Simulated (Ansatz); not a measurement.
## F-GaN-H chair monolayer in a perpendicular field

Wanted: the out-of-plane response of the F-GaN-H chair monolayer. A positive field points along +c.

Main program and level: Ansatz 0.2.0; plane-wave DFT, PBE-D3(BJ), Ansatz PAW.

### 1. The starting structure

The cell holds 4 atoms: 1 H, 1 N, 1 Ga and 1 F. Its edges and angles: a = 3.184 Å, b = 3.184 Å, c = 37.953 Å, α = 90.0°, β = 90.0°, γ = 120.0°. Vacuum lies along c.

### 2. Relaxing the slab

The starting cell is a guess, so the in-plane lattice and the atoms are relaxed first, with the slab cut off from its images along the normal.

Contents of input.yaml:

```yaml
crystal:
  lattice:
    - [3.1845, 0.0, 0.0]
    - [-1.59225, 2.7578578984, 0.0]
    - [0.0, 0.0, 37.9533333354]
  atoms:
    - { symbol: H, position: [0.6666666667, 0.3333333333, 0.4545055331] }
    - { symbol: "N", position: [0.6666666667, 0.3333333333, 0.4813806429] }
    - { symbol: Ga, position: [0.3333333333, 0.6666666667, 0.498331284] }
    - { symbol: F, position: [0.3333333333, 0.6666666667, 0.5454944669] }
  periodic: [true, true, false]
kpoints:
  mp_grid: { grid: [12, 12, 1] }
hamiltonian:
  xc: pbe
  dispersion: d3bj
scf:
  occupations: { method: fermi_dirac, width: 0.05 }
  convergence: { dr2_threshold: 1.0e-09 }
relax:
  f_tol: 0.004
  max_steps: 90
  cell: {}
output:
  write_potential: true
  write_density: true
  volumetric_format: npy
```

On the command line:

```sh
> ansatz run input.yaml --threads 2 --pin off --max-ram 3072MiB --backend cpu --events-out ev --progress --plain --runs-dir out
```

Numbers of over 12 decimals in the logs are rounded to 6 here.

Output:

```text
Warning: relax.cell: scf.convergence.dr2_threshold = 1e-9 eV is looser than the 2.21004026171e-10 eV advised for a relaxation that steers and ends on the stress (1e-10 eV for each atom of the cell: 4, times the square of relax.cell.stress_2d_tol = 0.05 N/m over 13.5 Å (the atoms' height at the walk's start and 5 Å past either face), 3.717e-2 GPa, over a crystal's default 0.05). What an SCF threshold leaves in a stress goes as its square root, and in the free energy as the threshold itself, and one threshold admits the most on a small cell: [figures from the program's tests cut] Set scf.convergence.dr2_threshold to 2.21004026171e-10 eV or tighter. [rest of the remark cut]
Engine: ansatz 0.2.0, aarch64-unknown-linux-gnu
Pseudopotentials: kind: paw
Pseudopotential: H, paw, valence charge 1, recommended cutoff 420 eV (normal), H.paw.azcp
Pseudopotential: N, paw, valence charge 5, recommended cutoff 420 eV (normal), N.paw.azcp
Pseudopotential: Ga, paw, valence charge 13, recommended cutoff 420 eV (normal), Ga.paw.azcp
Pseudopotential: F, paw, valence charge 7, recommended cutoff 420 eV (normal), F.paw.azcp
Functional definition: PBE
  parameter kappa = 0.804
  parameter beta = 0.066725
  exchange = pbe_x(kappa = kappa, mu = beta*pi^2/3)
  correlation = pbe_c(beta = beta)
Crystal: 4 atoms, lattice volume = 333.321 Å³
Basis set: ecut = 420 eV, 6547 PW (Γ), exchange–correlation on 48×48×512 points (8 copies of the dense FFT grid, shifted against one another)
Bands: 17, of which v1, the nominal top of the filled ones, is band 13 counted from 1 (12 counted from 0)
Symmetry: 6 space group operations
Space group: P3m1 (ITA 156), of the structure as read, at distance tolerance 6.9e-5 Å
k-points: 19 of 144 (time reversal used)
Non-local potential: H, projectors of the file, l = 0: 2, l = 1: 1
Non-local potential: N, projectors of the file, l = 0: 2, l = 1: 2, l = 2: 1
Non-local potential: Ga, projectors of the file, l = 0: 2, l = 1: 2, l = 2: 3, l = 3: 1
Non-local potential: F, projectors of the file, l = 0: 2, l = 1: 2, l = 2: 1
PAW form: soft (Blöchl's): semilocal exchange-correlation on the pseudo side does not see the compensation charge
PAW one-centre angular grid: H, 110 points (default); XC on 64 Gauss nodes
PAW one-centre angular grid: N, 110 points (default); XC on 64 Gauss nodes
PAW one-centre angular grid: Ga, 590 points (default); XC on 64 Gauss nodes
PAW one-centre angular grid: F, 110 points (default); XC on 64 Gauss nodes
Initial density: superposition of atomic densities (neutral atoms: chi_scale 0, normalization atom), corrected by the library's trained network
Initial wavefunctions: pseudopotential atomic-orbital guess
Functional: x = pbe(κ = 0.804, μ = 0.219515), c = pbe(β = 0.066725)
SCF iter   1: F=—  HF=-4992.630311 eV  |F-HF|=—  |Δ(HF+E_count)|=         —  Δρ=1.16e-3  dr2=7.93e-3  ethr=1.77e-3  ⟨swp⟩=9.4  Hψ=2326  notcnv=0
preconditioner: auto → Resta (q_TF=auto, 1.783 Å⁻¹)  ε∞=1.5  [insulator: Δε(μ)=1.817 eV  Ē_g=14.767 eV  σ=0.050 eV  W_gap=1.00  n_scr=20 (ndim 8)  ℏωp=10.4 eV  f_vac=0.842  D(μ)=0.00/eV (n_scr^D=0)  ε∞_Penn≈1.5  vacuum switching on, ρ_ref=1.6e-2 e/Å³]
SCF iter   2: F=—  HF=-4992.632040 eV  |F-HF|=—  |Δ(HF+E_count)|=   1.73e-3  Δρ=7.34e-4  dr2=2.32e-3  ethr=3.05e-5  ⟨swp⟩=3.3  Hψ=933  notcnv=0
SCF iter   3: F=—  HF=-4992.632602 eV  |F-HF|=—  |Δ(HF+E_count)|=   5.62e-4  Δρ=6.73e-4  dr2=1.83e-3  ethr=8.93e-6  ⟨swp⟩=2.5  Hψ=665  notcnv=0
SCF iter   4: F=—  HF=-4992.632390 eV  |F-HF|=—  |Δ(HF+E_count)|=   2.12e-4  Δρ=1.86e-4  dr2=9.38e-5  ethr=7.04e-6  ⟨swp⟩=3.1  Hψ=665  notcnv=0
SCF iter   5: F=—  HF=-4992.632352 eV  |F-HF|=—  |Δ(HF+E_count)|=   3.73e-5  Δρ=3.57e-5  dr2=3.11e-6  ethr=3.61e-7  ⟨swp⟩=3.2  Hψ=651  notcnv=0
SCF iter   6: F=—  HF=-4992.632355 eV  |F-HF|=—  |Δ(HF+E_count)|=   2.68e-6  Δρ=1.20e-5  dr2=3.51e-7  ethr=1.20e-8  ⟨swp⟩=2.9  Hψ=638  notcnv=0
SCF iter   7: F=—  HF=-4992.632356 eV  |F-HF|=—  |Δ(HF+E_count)|=   1.42e-6  Δρ=3.98e-6  dr2=3.40e-8  ethr=1.35e-9  ⟨swp⟩=2.9  Hψ=608  notcnv=0
SCF iter   8: F=—  HF=-4992.632356 eV  |F-HF|=—  |Δ(HF+E_count)|=   3.46e-8  Δρ=1.38e-6  dr2=3.46e-9  ethr=1.31e-10  ⟨swp⟩=2.8  Hψ=651  notcnv=0
SCF iter   9: F=-4992.632356 eV  HF=-4992.632356 eV  |F-HF|=6.73e-11  |Δ(HF+E_count)|=   4.75e-9  Δρ=4.15e-7  dr2=3.14e-10  ethr=3.85e-12  ⟨swp⟩=10.6  Hψ=2424  notcnv=0
SCF 1 converged in 9 iterations: F = -4992.632356 eV  dr2 = 3.14e-10
  greatest PAW one-centre occupation: 0.996 electrons in one spin orbital (limit 2), on the Ga atom at site 2 (counted from 0), in its partial waves of l = 2
relax step   1: F+E_penalty+E_count = -4992.63235649 eV  Δ(F+E_penalty+E_count) = +0.000e0 eV  max|allowed force component| = 2.117e0 eV/Å  Δτ_max = 0.0000 Å  P = +3.084 N/m  Ω = 333.321 Å³  fix = [c, alpha, beta]  reactions: c +0.000 N/m  (9 SCF iters, accepted)
Crystal: 4 atoms, lattice volume = 338.557 Å³
Basis set: ecut = 420 eV, 6715 PW (Γ), exchange–correlation on 48×48×512 points (8 copies of the dense FFT grid, shifted against one another)
Initial density: handed on by an earlier stage of this run
Initial wavefunctions: those handed on with the density
iter 1 solved again at ethr=6.13e-5 eV; its pass at ethr=3.10e-3 eV (dr2=1.59e-2 eV) is discarded
SCF iter   1: F=—  HF=-4992.699115 eV  |F-HF|=—  |Δ(HF+E_count)|=         —  Δρ=1.84e-3  dr2=1.60e-2  ethr=6.13e-5  ⟨swp⟩=1.9  Hψ=2259  notcnv=0
preconditioner: auto → Resta (q_TF=auto, 1.779 Å⁻¹)  ε∞=1.5  [insulator: Δε(μ)=1.846 eV  Ē_g=14.456 eV  σ=0.050 eV  W_gap=1.00  n_scr=20 (ndim 8)  ℏωp=10.3 eV  f_vac=0.845  D(μ)=0.00/eV (n_scr^D=0)  ε∞_Penn≈1.5  vacuum switching on, ρ_ref=1.5e-2 e/Å³]
SCF iter   2: F=—  HF=-4992.695055 eV  |F-HF|=—  |Δ(HF+E_count)|=   4.06e-3  Δρ=1.16e-3  dr2=2.53e-3  ethr=6.13e-5  ⟨swp⟩=3.3  Hψ=731  notcnv=0
SCF iter   3: F=—  HF=-4992.694572 eV  |F-HF|=—  |Δ(HF+E_count)|=   4.82e-4  Δρ=4.50e-4  dr2=5.33e-4  ethr=9.72e-6  ⟨swp⟩=2.7  Hψ=655  notcnv=0
SCF iter   4: F=—  HF=-4992.694522 eV  |F-HF|=—  |Δ(HF+E_count)|=   5.07e-5  Δρ=2.79e-4  dr2=1.49e-4  ethr=2.05e-6  ⟨swp⟩=2.8  Hψ=511  notcnv=0
SCF iter   5: F=—  HF=-4992.694502 eV  |F-HF|=—  |Δ(HF+E_count)|=   1.95e-5  Δρ=7.46e-5  dr2=9.49e-6  ethr=5.74e-7  ⟨swp⟩=2.6  Hψ=701  notcnv=0
SCF iter   6: F=—  HF=-4992.694448 eV  |F-HF|=—  |Δ(HF+E_count)|=   5.44e-5  Δρ=1.87e-5  dr2=9.69e-7  ethr=3.65e-8  ⟨swp⟩=2.7  Hψ=614  notcnv=0
SCF iter   7: F=—  HF=-4992.694451 eV  |F-HF|=—  |Δ(HF+E_count)|=   2.86e-6  Δρ=5.79e-6  dr2=5.30e-8  ethr=3.73e-9  ⟨swp⟩=3.2  Hψ=684  notcnv=0
[...]
relax step   4: F+E_penalty+E_count = -4992.70911078 eV  Δ(F+E_penalty+E_count) = -1.009e-4 eV  max|allowed force component| = 8.719e-3 eV/Å  Δτ_max = 0.0044 Å  P = +0.024 N/m  Ω = 345.401 Å³  energy of the carried Pulay correction = -6.535e-3 eV  fix = [c, alpha, beta]  reactions: c +0.000 N/m  (7 SCF iters, accepted)
[...]
relax step   5: F+E_penalty+E_count = -4992.70902681 eV  Δ(F+E_penalty+E_count) = +8.397e-5 eV  max|allowed force component| = 1.954e-3 eV/Å  Δτ_max = 0.0006 Å  P = +0.004 N/m  Ω = 345.578 Å³  energy of the carried Pulay correction = -6.629e-3 eV  fix = [c, alpha, beta]  reactions: c +0.000 N/m  (6 SCF iters, accepted)
[...]
relax step   6: F+E_penalty+E_count = -4992.71739571 eV  Δ(F+E_penalty+E_count) = -8.369e-3 eV  max|allowed force component| = 1.316e-3 eV/Å  Δτ_max = 0.0000 Å  P = +0.181 N/m  Ω = 345.578 Å³  fix = [c, alpha, beta]  reactions: c +0.000 N/m  stress off target by 1.81e-1 N/m on what of the cell is left free  SCF on the basis re-selected at this cell (its energy is not comparable with the rows above)  (9 SCF iters)
[...]
relax step   7: F+E_penalty+E_count = -4992.71699517 eV  Δ(F+E_penalty+E_count) = +4.005e-4 eV  max|allowed force component| = 2.138e-3 eV/Å  Δτ_max = 0.0009 Å  P = +0.013 N/m  Ω = 346.639 Å³  energy of the carried Pulay correction = -5.696e-4 eV  fix = [c, alpha, beta]  reactions: c +0.000 N/m  (7 SCF iters, accepted)
iter 1 solved again at ethr=9.43e-7 eV; its pass at ethr=3.10e-3 eV (dr2=2.45e-4 eV) is discarded
SCF iter   1: F=—  HF=-4992.716822 eV  |F-HF|=—  |Δ(HF+E_count)|=         —  Δρ=3.52e-5  dr2=1.63e-7  ethr=9.43e-7  ⟨swp⟩=4.9  Hψ=3459  notcnv=0
eigensolver tolerance schedule: the retry pair's looser diagonalisation over-reported the residual by 1498.58 of it (diagonalisation noise at 0.84 of the residual, at the tolerance the schedule requests for it); recorded, not acted on — ethr = c·dr2/N_el stays at c = 1.0e-1
preconditioner: auto → Resta (q_TF=auto, 1.772 Å⁻¹)  ε∞=1.5  [insulator: Δε(μ)=2.337 eV  Ē_g=14.597 eV  σ=0.050 eV  W_gap=1.00  n_scr=20 (ndim 8)  ℏωp=10.2 eV  f_vac=0.846  D(μ)=0.00/eV (n_scr^D=0)  ε∞_Penn≈1.5  vacuum switching on, ρ_ref=1.5e-2 e/Å³]
SCF iter   2: F=—  HF=-4992.717233 eV  |F-HF|=—  |Δ(HF+E_count)|=   4.11e-4  Δρ=1.74e-5  dr2=7.43e-8  ethr=6.29e-10  ⟨swp⟩=4.1  Hψ=933  notcnv=0
SCF iter   3: F=—  HF=-4992.717446 eV  |F-HF|=—  |Δ(HF+E_count)|=   2.12e-4  Δρ=8.48e-6  dr2=3.40e-8  ethr=2.86e-10  ⟨swp⟩=2.6  Hψ=592  notcnv=0
SCF iter   4: F=—  HF=-4992.717547 eV  |F-HF|=—  |Δ(HF+E_count)|=   1.02e-4  Δρ=1.43e-6  dr2=1.44e-9  ethr=1.31e-10  ⟨swp⟩=3.1  Hψ=681  notcnv=0
iter 5 met the thresholds in force, and the SCF goes on: an eigenvalue changes by 5.29 meV, over its tolerance of 1.06 meV (output.eigenvalues, Limitations)
SCF iter   5: F=-4992.717557 eV  HF=-4992.717556 eV  |F-HF|=5.80e-7  |Δ(HF+E_count)|=   8.69e-6  Δρ=2.31e-7  dr2=8.61e-11  ethr=3.85e-12  ⟨swp⟩=17.0  Hψ=3140  notcnv=0
iter 6 met the thresholds in force, and the SCF goes on: an eigenvalue changes by 5.05 meV, over its tolerance of 1.02 meV (output.eigenvalues, Limitations)
SCF iter   6: F=-4992.717557 eV  HF=-4992.717556 eV  |F-HF|=1.82e-7  |Δ(HF+E_count)|=   3.98e-7  Δρ=9.44e-8  dr2=1.30e-11  ethr=1.00e-12  ⟨swp⟩=8.7  Hψ=2240  notcnv=0
Mixer restart at iter 6: flushing history
SCF iter   7: F=-4992.717557 eV  HF=-4992.717557 eV  |F-HF|=5.28e-11  |Δ(HF+E_count)|=   1.82e-7  Δρ=4.84e-8  dr2=7.95e-12  ethr=1.00e-12  ⟨swp⟩=8.3  Hψ=2129  notcnv=0
SCF 8 converged in 7 iterations: F = -4992.717557 eV  dr2 = 7.95e-12
relax step   8: F+E_penalty+E_count = -4992.71755653 eV  Δ(F+E_penalty+E_count) = -5.614e-4 eV  max|allowed force component| = 1.951e-3 eV/Å  Δτ_max = 0.0000 Å  P = +0.018 N/m  Ω = 346.639 Å³  fix = [c, alpha, beta]  reactions: c +0.000 N/m  stress off target by 1.81e-2 N/m on what of the cell is left free  SCF on the basis re-selected at this cell (its energy is not comparable with the rows above)  (7 SCF iters)
basis re-selected at this cell: Δ(F+E_penalty+E_count) = -5.614e-4 eV, ΔP = +0.005 N/m vs the last step (what re-selecting the basis moved, of the pressure what is left beyond the Pulay correction that the steps carried, after the strain that the cell walked since its last selection, with what the two solves' SCF thresholds leave and, on support functions, any second-order correction that the steps lacked; it is no m [...]
WARN: The output density's exchange-correlation potential varies sharply where the density is thin. Do not read a vacuum level from v_tot or v_xc, or from such a field of the output density. On a cell that repeats whose density bears no net charge and no dipole along the vacuum's axis use v_es (v_loc + v_h of the components); under efield.dipole_correction with no amplitude use v_es + v_field, which holds any externa [...]
SCF converged after 7 iterations
an eigenvalue changed by more than its tolerance at an iteration that met the thresholds in force, so the SCF went on 2 times, its first undamped step at iteration 6: the last check found none over its tolerance
Free energy (F): -4992.717557 eV
Harris-Foulkes:  -4992.717557 eV  (|F-HF|=5.28e-11)
Internal energy: -4992.717557 eV  (E = F + TS)
E sigma→0 (E₀):  -4992.717557 eV
Fermi energy:    -6.126147 eV
--- Per-component energies (eV) ---
  E_band       = -415.478278
  E_kinetic    = 465.310793
  E_local      = -58406.469722  (includes V_loc(G=0)·N_el)
  E_nonlocal   = 550.739110
  E_hartree    = 28863.651800
  E_xc         = -215.813737
  E_vxc        = -245.597073  (∫ρ·V_xc dr)
  E_paw        = -2322.928025  (= ΣΔE_a)
  E_vpaw       = -506.765763  (= ΣTr[D̂ρ^β])
  E_aug_tail   = 0.000793  (compensation charges beyond the density's cutoff)
  E_ewald      = 26073.092219
  E_disp       = -0.300787  (pairwise vdW)
  E_smearing   = -0.000000  (= −TS)
  E_closure    = 0.000000  (closes the sum)
  Σ components = -4992.717557   (vs F -4992.717557, Δ=0.00e0)
--- Forces (eV/Å), atoms counted from 1 ---
  atom   1  H      0.00000000    -0.00000000    -0.00180974
  atom   2  N      0.00000000     0.00000000     0.00194941
  atom   3  Ga     0.00000000    -0.00000000    -0.00108274
  atom   4  F     -0.00000000    -0.00000000     0.00093489
  max |Σ_I F_I| component: 8.18e-6 eV/Å
--- 2D stress c σ (N/m, compression-positive) ---
        0.018128      -0.000000      -0.000000
        0.000000       0.018128      -0.000000
       -0.000000      -0.000000       0.000000
  P = ½ c Tr σ = 0.0181 N/m
--- Band table (eV; the first three rows and the last of 19) ---
  k-point 0: bands = [... 9 lower, -8.0207, -8.0207, -7.3592, -7.3592, -5.0213 (-5.0213°), -3.6069 (-3.6489°?), -3.2740, -2.6667]
  k-point 1: bands = [... 9 lower, -8.3494, -8.1071, -7.5198, -7.3743, -4.7488 (-4.7488°), -3.4375 (-3.5069°?), -3.0899, -2.5083]
  k-point 2: bands = [... 9 lower, -8.8952, -8.3360, -7.7598, -7.4128, -4.2174 (-4.2174°), -2.9993, -2.5898, -2.0497]
  k-point 18: bands = [... 9 lower, -11.0432, -9.0916, -8.1015, -8.0416, 0.2903, 0.5657, 0.5747, 0.6926]
  ° read free of the cell's end (the report's vacuum.weakly_bound_levels)
  °? not known for the slab's own: over its row's bound_up_to_ev there, or no deeper under its free states than its continued_xc_part_ev in size
--- Relaxed structure (6 steps of the walk, 6 accepted, 2 SCFs on fresh bases) ---
  F+E_penalty+E_count = -4992.71755653 eV   max|allowed force component| = 1.951e-3 eV/Å   (the final SCF, on the basis selected at the relaxed cell)
  cell:  # Å, volume = 346.6385 Å³
    - [3.247492, 4.662366118118359e-18, 0]
    - [-1.623746, 2.812411, 0]
    - [0, 0, 37.9533333354]
  atoms:
    - { symbol: H, position: [0.666667, 0.333333, 0.454420] }
    - { symbol: N, position: [0.666667, 0.333333, 0.481443] }
    - { symbol: Ga, position: [0.333333, 0.666667, 0.499093] }
    - { symbol: F, position: [0.333333, 0.666667, 0.544756] }
```

The job ended after 89 s (2 threads of Arm Neoverse N1, shared host; peak memory 0.61 GiB; 2.9 min of CPU time).

Relaxation path:

| step | energy less that of the first step (eV) | largest force component (eV/Å) | volume (Å³) |
| --- | --- | --- | --- |
| 1 | 0.0000 | 2.1169 | 333.32 |
| 2 | -0.0621 | 0.9340 | 338.56 |
| 3 | -0.0767 | 0.1417 | 344.74 |
| 4 | -0.0768 | 0.0087 | 345.40 |
| 5 | -0.0767 | 0.0020 | 345.58 |
| 6* | -0.0850 | 0.0013 | 345.58 |
| 7 | -0.0846 | 0.0021 | 346.64 |
| 8* | -0.0852 | 0.0020 | 346.64 |

Relaxation steps marked * repeat the geometry before them on a plane-wave basis chosen anew for their cell, so energy and pressure can jump there.

Forces are held to the 6 operations that the run works with; a distortion that breaks them can't arise in this run.

| cell as run | before | after | change |
| --- | --- | --- | --- |
| a (Å) | 3.184 | 3.247 | +2.0 % |
| b (Å) | 3.184 | 3.247 | +2.0 % |

The atoms that moved most (Å, along periodic axes as changes of fractional coordinates times the final cell, across vacuum about the mean position):

| atom | dx | dy | dz | length |
| --- | --- | --- | --- | --- |
| Ga3 | 0.000 | 0.000 | 0.029 | 0.029 |
| F4 | 0.000 | 0.000 | -0.028 | 0.028 |

The relaxed structure:

```
H N Ga F
1.0
     3.24749    0.00000    0.00000
    -1.62375    2.81241    0.00000
     0.00000    0.00000   37.95333
H N Ga F
1 1 1 1
Direct
  0.66667 0.33333 0.45442
  0.66667 0.33333 0.48144
  0.33333 0.66667 0.49909
  0.33333 0.66667 0.54476
```

Numbers from this step:

- gap on the k-mesh: 2.338 eV

The lattice constant a goes from 3.184 to 3.247 Å.

[end of part 1 of 2]

[Logs are printed without paths, hosts, clocks, repeated set-up lines and the standing remarks that a program may print on its own settings, such as how far it seeks lower states.]

[Hosts, paths, dates, database ids (printed as entryN), source tags and the programs' standing remarks are cut or masked in the printed files.]

[Maps of the electrostatic potential energy from Ansatz leave out the sawtooth potential of an applied field or a dipole correction, so their vacuum need not be flat; planar profiles and work functions include it.]
